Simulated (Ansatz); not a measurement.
**3-layer antimonene (AB) in a perpendicular field**

What dipole does a perpendicular field induce in the 3-layer antimonene (AB)? A positive field points along +c.

Main program and level: Ansatz 0.2.0; plane-wave DFT, PBE-D3(BJ), Ansatz PAW, in the first sound run; inputs show where later runs differ.

## Step 1: The structure

The cell holds 6 atoms: 6 Sb. Cell: a = 4.120 Å, b = 4.120 Å, c = 28.950 Å, α = 90.0°, β = 90.0°, γ = 120.0°. Regions: layer 1: antimonene, 2 atoms (2 Sb); layer 2: antimonene, 2 atoms (2 Sb); layer 3: antimonene, 2 atoms (2 Sb). Vacuum lies along c.

## Step 2: Relaxation

The starting cell is a guess, so the in-plane lattice and the atoms are relaxed first, with the slab cut off from its images along the normal. The program lengthens the vector along the normal by itself, so c and the volume that it reports differ from the typed ones.

input.yaml reads:

```yaml
crystal:
  lattice:
    - [4.12, 0.0, 0.0]
    - [-2.06, 3.5680246636, 0.0]
    - [0.0, 0.0, 28.95]
  atoms:
    - { symbol: Sb, position: [0.6666666667, 0.3333333333, 0.310880829] }
    - { symbol: Sb, position: [0.3333333333, 0.6666666667, 0.3678756477] }
    - { symbol: Sb, position: [0.0, 0.0, 0.4715025907] }
    - { symbol: Sb, position: [0.6666666667, 0.3333333333, 0.5284974093] }
    - { symbol: Sb, position: [0.6666666667, 0.3333333333, 0.6321243523] }
    - { symbol: Sb, position: [0.3333333333, 0.6666666667, 0.689119171] }
  periodic: [true, true, false]
kpoints:
  mp_grid: { grid: [12, 12, 1] }
hamiltonian:
  xc: pbe
  dispersion: d3bj
scf:
  occupations: { method: fermi_dirac, width: 0.05 }
  convergence: { dr2_threshold: 1.0e-09 }
relax:
  f_tol: 0.004
  max_steps: 90
  cell: {}
output:
  write_potential: true
  write_density: true
  volumetric_format: npy
```

On the command line:

```bash
ansatz run input.yaml --threads 4 --pin off --max-ram 6144MiB --backend cpu --events-out ev --progress --plain --runs-dir out
```

What it wrote:

```text
Warning: crystal.periodic: the lattice vector that does not repeat stood 0.000° off the slab's normal, 28.950 Å along it as the deck builds it. The run solves the slab on a vector along the normal, 45.700 Å long, with every atom where it was (on the deck's vector they left 18.00 Å outside them, and the widest stretch free of ions among them is 3.00 Å). A fractional position that the run reports is one of the run's ce [...]
Warning: relax.cell: scf.convergence.dr2_threshold = 1e-9 eV is looser than the 1.36704621174e-10 eV advised for a relaxation that steers and ends on the stress (1e-10 eV for each atom of the cell: 6, times the square of relax.cell.stress_2d_tol = 0.05 N/m over 21.0 Å (the atoms' height at the walk's start and 5 Å past either face), 2.387e-2 GPa, over a crystal's default 0.05). What an SCF threshold leaves in a stress goes as its square root, and in the free energy as the threshold itself, and one threshold admits the most on a small cell: [figures from the program's tests cut] Set scf.convergence.dr2_threshold to 1.36704621174e-10 eV or tighter. [rest of the remark cut]
crystal.periodic: the lattice vector that does not repeat stood 0.000° off the slab's normal, 28.950 Å along it as the deck builds it. The run solves the slab on a vector along the normal, 45.700 Å long, with every atom where it was (on the deck's vector they left 18.00 Å outside them, and the widest stretch free of ions among them is 3.00 Å). A fractional position that the run reports is one of the run's cell, which [...]
Engine: ansatz 0.2.0, aarch64-unknown-linux-gnu
Pseudopotentials: kind: paw
Pseudopotential: Sb, paw, valence charge 15, recommended cutoff 420 eV (normal), Sb.paw.azcp
Functional definition: PBE
  parameter kappa = 0.804
  parameter beta = 0.066725
  exchange = pbe_x(kappa = kappa, mu = beta*pi^2/3)
  correlation = pbe_c(beta = beta)
Crystal: 6 atoms, lattice volume = 671.802 Å³
Basis set: ecut = 420 eV, 12993 PW (Γ), exchange–correlation on 60×60×640 points (8 copies of the dense FFT grid, shifted against one another)
Bands: 54, of which v1, the nominal top of the filled ones, is band 45 counted from 1 (44 counted from 0)
Symmetry: 6 space group operations
Space group: P3m1 (ITA 156), of the structure as read, at distance tolerance 8.8e-5 Å
k-points: 19 of 144 (time reversal used)
Non-local potential: Sb, projectors of the file, l = 0: 2, l = 1: 2, l = 2: 2, l = 3: 2
PAW form: soft (Blöchl's): semilocal exchange-correlation on the pseudo side does not see the compensation charge
PAW one-centre angular grid: Sb, 590 points (default); XC on 64 Gauss nodes
Initial density: superposition of atomic densities (neutral atoms: chi_scale 0, normalization atom), corrected by the library's trained network
Initial wavefunctions: pseudopotential atomic-orbital guess
Functional: x = pbe(κ = 0.804, μ = 0.219515), c = pbe(β = 0.066725)
SCF iter   1: F=—  HF=-38908.149879 eV  |F-HF|=—  |Δ(HF+E_count)|=         —  Δρ=1.01e-3  dr2=8.04e-2  ethr=1.77e-3  ⟨swp⟩=16.8  Hψ=6454  notcnv=0  defer=7
preconditioner: auto → LDOS  [metal: Δε(μ)=0.027 eV  Ē_g=7.398 eV  σ=0.050 eV  W_gap=0.13  n_scr=106 (ndim 8)  ℏωp=7.8 eV  f_vac=0.675  D(μ)=1.93/eV (n_scr^D=10)  β→1.0]
SCF iter   2: F=—  HF=-38908.146642 eV  |F-HF|=—  |Δ(HF+E_count)|=   3.24e-3  Δρ=7.49e-4  dr2=2.93e-2  ethr=8.93e-5  ⟨swp⟩=3.6  Hψ=2000  notcnv=0  defer=29
SCF iter   3: F=—  HF=-38908.143752 eV  |F-HF|=—  |Δ(HF+E_count)|=   2.89e-3  Δρ=2.70e-4  dr2=6.05e-3  ethr=3.26e-5  ⟨swp⟩=2.7  Hψ=1508  notcnv=0  defer=29
SCF iter   4: F=—  HF=-38908.143335 eV  |F-HF|=—  |Δ(HF+E_count)|=   4.18e-4  Δρ=8.30e-5  dr2=2.64e-4  ethr=6.72e-6  ⟨swp⟩=2.7  Hψ=1274  notcnv=0  defer=29
SCF iter   5: F=—  HF=-38908.143302 eV  |F-HF|=—  |Δ(HF+E_count)|=   3.24e-5  Δρ=2.20e-5  dr2=7.38e-6  ethr=2.94e-7  ⟨swp⟩=2.7  Hψ=1528  notcnv=0  defer=29
SCF iter   6: F=—  HF=-38908.143361 eV  |F-HF|=—  |Δ(HF+E_count)|=   5.83e-5  Δρ=9.13e-6  dr2=1.00e-6  ethr=8.20e-9  ⟨swp⟩=2.8  Hψ=2044  notcnv=0  defer=29
SCF iter   7: F=—  HF=-38908.143361 eV  |F-HF|=—  |Δ(HF+E_count)|=   1.00e-7  Δρ=2.68e-6  dr2=7.30e-8  ethr=1.11e-9  ⟨swp⟩=3.0  Hψ=2141  notcnv=0  defer=29
SCF iter   8: F=—  HF=-38908.143361 eV  |F-HF|=—  |Δ(HF+E_count)|=   1.27e-7  Δρ=8.66e-7  dr2=8.64e-9  ethr=8.11e-11  ⟨swp⟩=3.0  Hψ=2180  notcnv=0  defer=29
SCF iter   9: F=—  HF=-38908.143361 eV  |F-HF|=—  |Δ(HF+E_count)|=   2.22e-8  Δρ=2.44e-7  dr2=1.31e-9  ethr=9.60e-12  ⟨swp⟩=3.1  Hψ=2044  notcnv=0  defer=29
SCF iter  10: F=-38908.143361 eV  HF=-38908.143361 eV  |F-HF|=2.33e-10  |Δ(HF+E_count)|=   3.31e-9  Δρ=6.79e-8  dr2=1.19e-10  ethr=1.11e-12  ⟨swp⟩=11.2  Hψ=6722  notcnv=0
SCF 1 converged in 10 iterations: F = -38908.143361 eV  dr2 = 1.19e-10
  Residual-converged pass: ⟨swp⟩=1.1  Hψ=1103  notcnv=0  max |occ|·‖R‖ = 7.0e-9 eV (tolerance 1.0e-8 eV)  dr2=1.19e-10  dr2_onsite=1.63e-12  max |Δocc| = 6.8e-12
  greatest PAW one-centre occupation: 0.996 electrons in one spin orbital (limit 2), on the Sb atom at site 3 (counted from 0), in its partial waves of l = 2
relax step   1: F+E_penalty+E_count = -38908.14336089 eV  Δ(F+E_penalty+E_count) = +0.000e0 eV  max|allowed force component| = 9.644e-1 eV/Å  Δτ_max = 0.0000 Å  P = -0.362 N/m  Ω = 671.802 Å³  fix = [c, alpha, beta]  reactions: c -0.000 N/m  (10 SCF iters, accepted)
Crystal: 6 atoms, lattice volume = 672.087 Å³
Initial density: handed on by an earlier stage of this run
Initial wavefunctions: those handed on with the density
iter 1 solved again at ethr=6.09e-5 eV; its pass at ethr=3.10e-3 eV (dr2=5.48e-2 eV) is discarded
SCF iter   1: F=—  HF=-38908.398690 eV  |F-HF|=—  |Δ(HF+E_count)|=         —  Δρ=3.15e-3  dr2=5.44e-2  ethr=6.09e-5  ⟨swp⟩=2.7  Hψ=6089  notcnv=0
preconditioner: auto → LDOS  [metal: Δε(μ)=0.098 eV  Ē_g=7.451 eV  σ=0.050 eV  W_gap=0.45  n_scr=106 (ndim 8)  ℏωp=7.8 eV  f_vac=0.674  D(μ)=1.07/eV (n_scr^D=6)  β→1.0]
SCF iter   2: F=—  HF=-38908.402553 eV  |F-HF|=—  |Δ(HF+E_count)|=   3.86e-3  Δρ=8.55e-4  dr2=3.86e-2  ethr=6.05e-5  ⟨swp⟩=3.2  Hψ=1807  notcnv=0
SCF iter   3: F=—  HF=-38908.400514 eV  |F-HF|=—  |Δ(HF+E_count)|=   2.04e-3  Δρ=6.93e-4  dr2=2.93e-2  ethr=4.29e-5  ⟨swp⟩=3.0  Hψ=1938  notcnv=0
SCF iter   4: F=—  HF=-38908.397676 eV  |F-HF|=—  |Δ(HF+E_count)|=   2.84e-3  Δρ=2.72e-4  dr2=3.26e-3  ethr=3.25e-5  ⟨swp⟩=1.9  Hψ=1183  notcnv=0
SCF iter   5: F=—  HF=-38908.397156 eV  |F-HF|=—  |Δ(HF+E_count)|=   5.20e-4  Δρ=7.04e-5  dr2=2.63e-4  ethr=3.62e-6  ⟨swp⟩=2.1  Hψ=1325  notcnv=0
SCF iter   6: F=—  HF=-38908.397127 eV  |F-HF|=—  |Δ(HF+E_count)|=   2.98e-5  Δρ=1.58e-5  dr2=1.31e-5  ethr=2.92e-7  ⟨swp⟩=2.5  Hψ=1280  notcnv=0
[...]
SCF iter   9: F=—  HF=-38908.510453 eV  |F-HF|=—  |Δ(HF+E_count)|=   5.51e-8  Δρ=4.22e-7  dr2=2.00e-9  ethr=3.75e-11  ⟨swp⟩=3.3  Hψ=2021  notcnv=0
SCF iter  10: F=-38908.510453 eV  HF=-38908.510453 eV  |F-HF|=1.42e-9  |Δ(HF+E_count)|=   4.87e-9  Δρ=1.43e-7  dr2=1.91e-10  ethr=1.11e-12  ⟨swp⟩=11.4  Hψ=6956  notcnv=0
SCF 3 converged in 10 iterations: F = -38908.510453 eV  dr2 = 1.91e-10
  greatest PAW one-centre occupation: 0.996 electrons in one spin orbital (limit 2), on the Sb atom at site 2 (counted from 0), in its partial waves of l = 2
relax step   3: F+E_penalty+E_count = -38908.51045342 eV  Δ(F+E_penalty+E_count) = -1.133e-1 eV  max|allowed force component| = 2.361e-1 eV/Å  Δτ_max = 0.1937 Å  P = +0.532 N/m  Ω = 669.801 Å³  energy of the carried Pulay correction = +1.084e-4 eV  fix = [c, alpha, beta]  reactions: c +0.000 N/m  (10 SCF iters, accepted)
[...]
relax step   4: F+E_penalty+E_count = -38908.51606040 eV  Δ(F+E_penalty+E_count) = -5.607e-3 eV  max|allowed force component| = 1.303e-1 eV/Å  Δτ_max = 0.1477 Å  P = +0.709 N/m  Ω = 679.314 Å³  energy of the carried Pulay correction = -4.041e-4 eV  fix = [c, alpha, beta]  reactions: c +0.000 N/m  (10 SCF iters, accepted)
[...]
relax step   5: F+E_penalty+E_count = -38908.52843717 eV  Δ(F+E_penalty+E_count) = -1.238e-2 eV  max|allowed force component| = 4.049e-2 eV/Å  Δτ_max = 0.0873 Å  P = +0.119 N/m  Ω = 679.554 Å³  energy of the carried Pulay correction = -4.169e-4 eV  fix = [c, alpha, beta]  reactions: c +0.000 N/m  (9 SCF iters, accepted)
[...]
relax step   6: F+E_penalty+E_count = -38908.53072595 eV  Δ(F+E_penalty+E_count) = -2.289e-3 eV  max|allowed force component| = 1.997e-2 eV/Å  Δτ_max = 0.0517 Å  P = -0.022 N/m  Ω = 681.167 Å³  energy of the carried Pulay correction = -5.031e-4 eV  fix = [c, alpha, beta]  reactions: c -0.000 N/m  (9 SCF iters, accepted)
[...]
relax step   7: F+E_penalty+E_count = -38908.53094086 eV  Δ(F+E_penalty+E_count) = -2.149e-4 eV  max|allowed force component| = 3.594e-3 eV/Å  Δτ_max = 0.0167 Å  P = +0.024 N/m  Ω = 680.183 Å³  energy of the carried Pulay correction = -4.505e-4 eV  fix = [c, alpha, beta]  reactions: c +0.000 N/m  (8 SCF iters, accepted)
[...]
relax step   8: F+E_penalty+E_count = -38908.53094470 eV  Δ(F+E_penalty+E_count) = -3.837e-6 eV  max|allowed force component| = 2.414e-3 eV/Å  Δτ_max = 0.0045 Å  P = +0.010 N/m  Ω = 680.418 Å³  energy of the carried Pulay correction = -4.631e-4 eV  fix = [c, alpha, beta]  reactions: c +0.000 N/m  (7 SCF iters, accepted)
Initial wavefunctions: pseudopotential atomic-orbital guess (no wavefunctions were taken with the density)
iter 1 solved again at ethr=1.22e-6 eV; its pass at ethr=3.10e-3 eV (dr2=1.10e-3 eV) is discarded
SCF iter   1: F=—  HF=-38908.531578 eV  |F-HF|=—  |Δ(HF+E_count)|=         —  Δρ=6.79e-6  dr2=7.17e-8  ethr=1.22e-6  ⟨swp⟩=5.0  Hψ=9606  notcnv=0
eigensolver tolerance schedule: the retry pair's looser diagonalisation over-reported the residual by 15373.14 of it (diagonalisation noise at an unbounded share of the residual, at the tolerance the schedule requests for it); recorded, not acted on — ethr = c·dr2/N_el stays at c = 1.0e-1
SCF iter   2: F=—  HF=-38908.531396 eV  |F-HF|=—  |Δ(HF+E_count)|=   1.82e-4  Δρ=3.39e-6  dr2=8.39e-8  ethr=7.97e-11  ⟨swp⟩=6.1  Hψ=3606  notcnv=0
SCF iter   3: F=—  HF=-38908.531396 eV  |F-HF|=—  |Δ(HF+E_count)|=   3.92e-8  Δρ=6.08e-7  dr2=5.25e-9  ethr=7.97e-11  ⟨swp⟩=2.3  Hψ=1896  notcnv=0
SCF iter   4: F=—  HF=-38908.531396 eV  |F-HF|=—  |Δ(HF+E_count)|=  8.29e-10  Δρ=5.93e-7  dr2=2.23e-8  ethr=5.84e-12  ⟨swp⟩=3.3  Hψ=2232  notcnv=0
SCF iter   5: F=—  HF=-38908.531396 eV  |F-HF|=—  |Δ(HF+E_count)|=   1.52e-9  Δρ=1.76e-7  dr2=1.01e-9  ethr=5.84e-12  ⟨swp⟩=2.9  Hψ=1840  notcnv=0
SCF iter   6: F=-38908.531396 eV  HF=-38908.531396 eV  |F-HF|=1.09e-10  |Δ(HF+E_count)|=  5.82e-11  Δρ=4.84e-8  dr2=2.33e-11  ethr=1.11e-12  ⟨swp⟩=14.8  Hψ=7254  notcnv=0
SCF 9 converged in 6 iterations: F = -38908.531396 eV  dr2 = 2.33e-11
relax step   9: F+E_penalty+E_count = -38908.53139599 eV  Δ(F+E_penalty+E_count) = -4.513e-4 eV  max|allowed force component| = 2.382e-3 eV/Å  Δτ_max = 0.0000 Å  P = +0.008 N/m  Ω = 680.418 Å³  fix = [c, alpha, beta]  reactions: c +0.000 N/m  stress off target by 7.83e-3 N/m on what of the cell is left free  SCF on the basis re-selected at this cell (its energy is not comparable with the rows above)  (6 SCF iters)
basis re-selected at this cell: Δ(F+E_penalty+E_count) = -4.513e-4 eV, ΔP = -0.002 N/m vs the last step (what re-selecting the basis moved, of the pressure what is left beyond the Pulay correction that the steps carried, after the strain that the cell walked since its last selection, with what the two solves' SCF thresholds leave and, on support functions, any second-order correction that the steps lacked; it is no m [...]
SCF converged after 6 iterations
Free energy (F): -38908.531396 eV
Harris-Foulkes:  -38908.531396 eV  (|F-HF|=1.09e-10)
Internal energy: -38908.521760 eV  (E = F + TS)
E sigma→0 (E₀):  -38908.526578 eV
Entropy (-TS):   -0.009636 eV (-1.606 meV/atom)
Fermi energy:    -3.916758 eV
--- Per-component energies (eV) ---
  E_band       = -2280.994390
  E_kinetic    = 1240.378306
  E_local      = -351039.454855  (includes V_loc(G=0)·N_el)
  E_nonlocal   = 2172.862848
  E_hartree    = 174442.971757
  E_xc         = -829.112068
  E_vxc        = -575.119809  (∫ρ·V_xc dr)
  E_paw        = -27451.502536  (= ΣΔE_a)
  E_vpaw       = -2965.603853  (= ΣTr[D̂ρ^β])
  E_aug_tail   = -0.000009  (compensation charges beyond the density's cutoff)
  E_ewald      = 162557.402343
  E_disp       = -2.067546  (pairwise vdW)
  E_smearing   = -0.009636  (= −TS)
  E_closure    = -0.000000  (closes the sum)
  Σ components = -38908.531396   (vs F -38908.531396, Δ=0.00e0)
--- Forces (eV/Å), atoms counted from 1 ---
  atom   1  Sb     0.00000000     0.00000000    -0.00118206
  atom   2  Sb     0.00000000     0.00000000     0.00150928
  atom   3  Sb     0.00000000    -0.00000000    -0.00113037
  atom   4  Sb    -0.00000000    -0.00000000     0.00048131
  atom   5  Sb     0.00000000     0.00000000    -0.00206014
  atom   6  Sb    -0.00000000    -0.00000000     0.00238200
  max |Σ_I F_I| component: 2.11e-8 eV/Å
--- 2D stress c σ (N/m, compression-positive) ---
        0.007830      -0.000000       0.000000
       -0.000000       0.007830       0.000000
        0.000000       0.000000       0.000000
  P = ½ c Tr σ = 0.0078 N/m
--- Band table (eV; the first three rows and the last of 19) ---
  k-point 0: bands = [... 41 lower, -4.9884, -4.8977, -4.8977, -4.0778, -3.5920, -3.0240, -2.8246, -2.8246, ... 5 higher]
  k-point 1: bands = [... 41 lower, -5.0978, -5.0271, -4.9775, -3.8353, -3.2968, -2.8299, -2.6782, -2.5421, ... 5 higher]
  k-point 2: bands = [... 41 lower, -5.4486, -5.3152, -5.0170, -4.4802, -3.1730, -2.9796, -2.4174, -2.3939, ... 5 higher]
  k-point 18: bands = [... 41 lower, -6.7686, -6.7395, -6.5804, -5.8978, -3.4506, -3.0908, -2.8921, -2.3812, ... 5 higher]
  the weakly bound empty levels are not read free of the cell's end (no_gap_told)
--- Relaxed structure (8 steps of the walk, 8 accepted, 1 SCFs on fresh bases) ---
  F+E_penalty+E_count = -38908.53139599 eV   max|allowed force component| = 2.382e-3 eV/Å   (the final SCF, on the basis selected at the relaxed cell)
  cell:  # Å, volume = 680.4185 Å³
    - [4.146337, 9.746801e-19, 0]
    - [-2.073169, 3.590834, 0]
    - [0, 0, 45.700000]
  atoms:
    - { symbol: Sb, position: [0.666667, 0.333333, 0.202574] }
    - { symbol: Sb, position: [0.333333, 0.666667, 0.237702] }
    - { symbol: Sb, position: [4.824256e-17, 4.317534e-17, 0.288847] }
    - { symbol: Sb, position: [0.666667, 0.333333, 0.324034] }
    - { symbol: Sb, position: [0.666667, 0.333333, 0.405890] }
    - { symbol: Sb, position: [0.333333, 0.666667, 0.441391] }
```

Run time: 2.8 min. Hardware: 4 threads of Arm Neoverse V2, shared host; peak memory 1.4 GiB.

Reading the cycles: dr2 is the Hartree energy of the density residual (eV), the measure of convergence; HF is the Harris–Foulkes estimate of the energy, which meets the free energy F at convergence.

Step by step:

```tsv
step	energy less that of the first step (eV)	largest force component (eV/Å)	volume (Å³)
1	0.0000	0.9644	671.80
2	-0.2538	0.3483	672.09
3	-0.3671	0.2361	669.80
4	-0.3727	0.1303	679.31
5	-0.3851	0.0405	679.55
6	-0.3874	0.0200	681.17
7	-0.3876	0.0036	680.18
8	-0.3876	0.0024	680.42
9*	-0.3880	0.0024	680.42
```

Relaxation steps marked * repeat the geometry before them on a plane-wave basis chosen anew for their cell, so energy and pressure can jump there.

The run keeps the 6 symmetry operations that the program found, so distortions that break them were not tested.

```tsv
cell as run	before	after	change
a (Å)	4.120	4.146	+0.6 %
b (Å)	4.120	4.146	+0.6 %
```

The atoms that moved most (Å, along periodic axes as changes of fractional coordinates times the final cell, across vacuum about the mean position):

```tsv
atom	dx	dy	dz	length
Sb4	0.000	0.000	-0.492	0.492
Sb3	0.000	0.000	-0.450	0.450
Sb1	0.000	0.000	0.258	0.258
Sb5	0.000	0.000	0.249	0.249
Sb6	0.000	0.000	0.222	0.222
Sb2	0.000	0.000	0.213	0.213
```

Final coordinates:

```cif
data_structure
_symmetry_space_group_name_H-M 'P 1'
_symmetry_Int_Tables_number 1
_cell_length_a 4.1463
_cell_length_b 4.1463
_cell_length_c 45.7000
_cell_angle_alpha 90.000
_cell_angle_beta 90.000
_cell_angle_gamma 120.000
_cell_volume 680.42
loop_
_atom_site_label
_atom_site_type_symbol
_atom_site_fract_x
_atom_site_fract_y
_atom_site_fract_z
_atom_site_occupancy
Sb1 Sb 0.66667 0.33333 0.20257 1
Sb2 Sb 0.33333 0.66667 0.23770 1
Sb3 Sb 0.00000 0.00000 0.28885 1
Sb4 Sb 0.66667 0.33333 0.32403 1
Sb5 Sb 0.66667 0.33333 0.40589 1
Sb6 Sb 0.33333 0.66667 0.44139 1
```

Numbers from this step:

```yaml
energy_at_zero_smearing: -38908.5266 eV
```

The lattice constant a goes from 4.120 to 4.146 Å.

[end of part 1 of 3]

[Long decimals in the printed logs are rounded to 6 places.]

[Logs are printed without paths, hosts, clocks, repeated set-up lines and the standing remarks that a program may print on its own settings, such as how far it seeks lower states.]

[Hosts, paths, dates, database ids (printed as entryN), source tags and the programs' standing remarks are cut or masked in the printed files.]

[Maps of the electrostatic potential energy from Ansatz leave out the sawtooth potential of an applied field or a dipole correction, so their vacuum need not be flat; planar profiles and work functions include it.]
